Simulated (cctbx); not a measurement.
# Lattice, Laue class and space group of a new crystal

Cell: a = 3.6510 Å, b = 3.6510 Å, c = 9.0330 Å, α = 90.00°, β = 90.00°, γ = 90.00°. Expected content of the cell: Ge4 Fe2 V2.

Simulated single-crystal data (cctbx): Cu Kα, λ = 1.54184 Å, to d = 0.8 Å, 95 % of the full sphere, strongest reflection 5000 counts, noise from counting, a 3 % proportional error and a noise floor of 2 counts (s.d.); no absorption.

A first pass over the reflections prints:

```text
948 reflections to d = 0.801 A
centring   violations  <I/sigma> of those
    A        324 of   471      9.8
    B        323 of   474      9.7
    C        313 of   461      8.1
    I        315 of   468      7.7
    R        475 of   634      9.9
    F        480 of   703      9.2
Laue class    unique    Rint  (classes that these axes allow; Friedel mates merged)
P -1              500   0.034
P 1 2/m 1         294   0.040
P 1 1 2/m         273   0.039
P 2/m 1 1         294   0.040
P m m m           180   0.042
P 4/m             142   0.043
P 4/m m m         108   0.044
space group    extra absences  I>4sigma  <I/sigma>
P 4 2 2                 0          0         -  acentric
P 4 21 2                8          0      -0.1  acentric
P 4 m m                 0          0         -  acentric
P -4 2 m                0          0         -  acentric
P -4 21 m               8          0      -0.1  acentric
P -4 m 2                0          0         -  acentric
P 4/m m m               0          0         -  centric
P 4/n m m :1           32          0       0.1  centric
P 4/n m m :2           32          0       0.1  centric
Wilson B = 1.46 A^2   <|E^2-1|> = 0.790 (0.968 centric, 0.736 acentric)   E^2>4: 1.9 %
shell (A)         n   <I/sigma>
 9.03 - 1.60     21     26.6
 1.60 - 1.27     13     35.0
 1.27 - 1.11     15     32.4
 1.11 - 1.01     11     28.1
 1.01 - 0.94      9     24.2
 0.94 - 0.88     12     24.2
 0.88 - 0.84     15     22.8
 0.84 - 0.80     12     20.3
```

Q: Read the symmetry from these tables.

Every centring test has many violations, so the lattice is primitive.

Rint stays low (0.034 to 0.044) up to P 4/m m m, the highest class in these axes.

9 settings pass the absence test. The most absences obeyed, 32, belong to P 4/n m m alone.

⟨|E²−1|⟩ = 0.790 leans to a non-centrosymmetric structure. Here that hint misleads: the statistic assumes many like atoms on general positions, and few, heavy or special-position atoms break it. The Wilson B of 1.46 Å² means U ≈ 0.0185 Å².

The true group is P4/nmm (no. 129, origin choice 1), Laue class 4/mmm, centrosymmetric. The tables fix it.

This is a model crystal, built by substitution and not relaxed, with assumed displacement parameters.

[Logs are printed without paths, hosts, clocks, repeated set-up lines and the standing remarks that a program may print on its own settings, such as how far it seeks lower states.]
